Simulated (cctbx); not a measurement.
## What is wrong with this refinement?

Cell a = 6.9010 Å, b = 6.9010 Å, c = 22.2410 Å, α = 90.00°, β = 90.00°, γ = 120.00°; space group P6_3/m (no. 176).

Simulated single-crystal data (cctbx): Mo Kα, λ = 0.71073 Å, to d = 0.65 Å, 50 % of the full sphere, strongest reflection 40000 counts, noise from counting, a 1.5 % proportional error and a noise floor of 2 counts (s.d.); no absorption.

An anisotropic refinement with weights 1/σ² prints:

```text
Rint 0.022, 1202 unique reflections to 0.65 A
cycle     R1     wR2    GooF  max shift (A)
   1  0.0202  0.0467   2.452   0.00209
   5  0.0112  0.0252   1.320   0.00049
final R1 0.0112 wR2 0.0252 GooF 1.320  parameters 47  data/parameter 25.6
atom        x        y        z      Ueq    occ   su(xyz)  su(Uiso or U11)
Bi1    0.03678  0.33370  0.84350   0.0056  1.000  0.00002  0.0000
Bi2    0.00000  0.00000  0.00000   0.0088  1.000  0.00000  0.0001
O1     0.03342  0.28411  0.94721   0.0185  1.000  0.00045  0.0012
O2     0.07065  0.35955  0.75000   0.0237  1.000  0.00070  0.0017
O3     0.58258  0.67510  0.34924   0.0152  1.000  0.00043  0.0010
O4     0.33333  0.66667  0.63911   0.0172  1.000  0.00020  0.0011
Na1    0.00000  0.00000  0.33496   0.0512  1.000  0.00022  0.0015
Li1    0.00000  0.50000  0.50000   0.0143  1.000  0.00000  0.0032
difference map: max 1.62 min -2.58 rms 0.23
Q1    0.0000  0.0000  0.1652    4    1.66  0.00 A from Na1
Q2    0.0509  0.1145  0.1950   12    0.75  0.96 A from Na1
Q3    0.1627  0.4629  0.7500    6    0.75  0.68 A from O2
Q4    0.0040  0.0911  0.2500    6    0.66  1.95 A from O2
Q5    0.1618  0.4065  0.2500    6    0.65  1.90 A from O2
Q6    0.1736  0.5683  0.0196   12    0.64  1.13 A from Li1
```

**Question.** Can this result stand? If not, what is the likely fault?

Mend it. The fault: wrong element: Na1 is O. Against the right model at the same level, R1 goes from 0.0081 to 0.0112 and GooF from 0.93 to 1.32, U of Na1 swells from 0.0179 to 0.0512 Å², the top difference peak, 1.7 e/Å³, lies on Na1 and a hole of -2.6 e/Å³ opens. Na1 has 3 electrons too many and its U swells to shed them, as expected. The signs are weak, and the output alone doesn't single this fault out.

The compound is Li3Bi7O19. The right model at the same level gives:

```text
Rint 0.022, 1202 unique reflections to 0.65 A
cycle     R1     wR2    GooF  max shift (A)
   1  0.0125  0.0284   1.489   0.00242
   4  0.0081  0.0177   0.930   0.00039
final R1 0.0081 wR2 0.0177 GooF 0.930  parameters 47  data/parameter 25.6
atom        x        y        z      Ueq    occ   su(xyz)  su(Uiso or U11)
Bi1    0.03679  0.33370  0.84350   0.0056  1.000  0.00001  0.0000
Bi2    0.00000  0.00000  0.00000   0.0088  1.000  0.00000  0.0000
O1     0.03341  0.28393  0.94716   0.0185  1.000  0.00032  0.0008
O2     0.07031  0.35965  0.75000   0.0238  1.000  0.00049  0.0012
O3     0.58242  0.67475  0.34931   0.0152  1.000  0.00030  0.0007
O4     0.33333  0.66667  0.63913   0.0170  1.000  0.00014  0.0008
O5     0.00000  0.00000  0.33486   0.0179  1.000  0.00014  0.0008
Li1    0.00000  0.50000  0.50000   0.0141  1.000  0.00000  0.0023
difference map: max 0.63 min -0.70 rms 0.17
Q1    0.0440  0.4092  0.5791   12    0.67  1.02 A from O1
Q2    0.1733  0.5635  0.0194   12    0.63  1.13 A from Li1
Q3    0.1338  0.5179  0.1933   12    0.61  1.12 A from O3
Q4    0.1109  0.4370  0.5119   12    0.61  1.09 A from Li1
Q5    0.0114  0.1846  0.7500    6    0.60  1.06 A from O2
Q6    0.0396  0.5809  0.6386   12    0.59  0.95 A from O3
```

Isotropic U is held between 0.0001 and 1 Å² by the program, and listed peak heights are interpolated, so they can pass the grid's maximum.

This is a model crystal, built by substitution and not relaxed, with assumed displacement parameters.

[Middle refinement cycles are left out of these outputs.]

[Logs are printed without paths, hosts, clocks, repeated set-up lines and the standing remarks that a program may print on its own settings, such as how far it seeks lower states.]
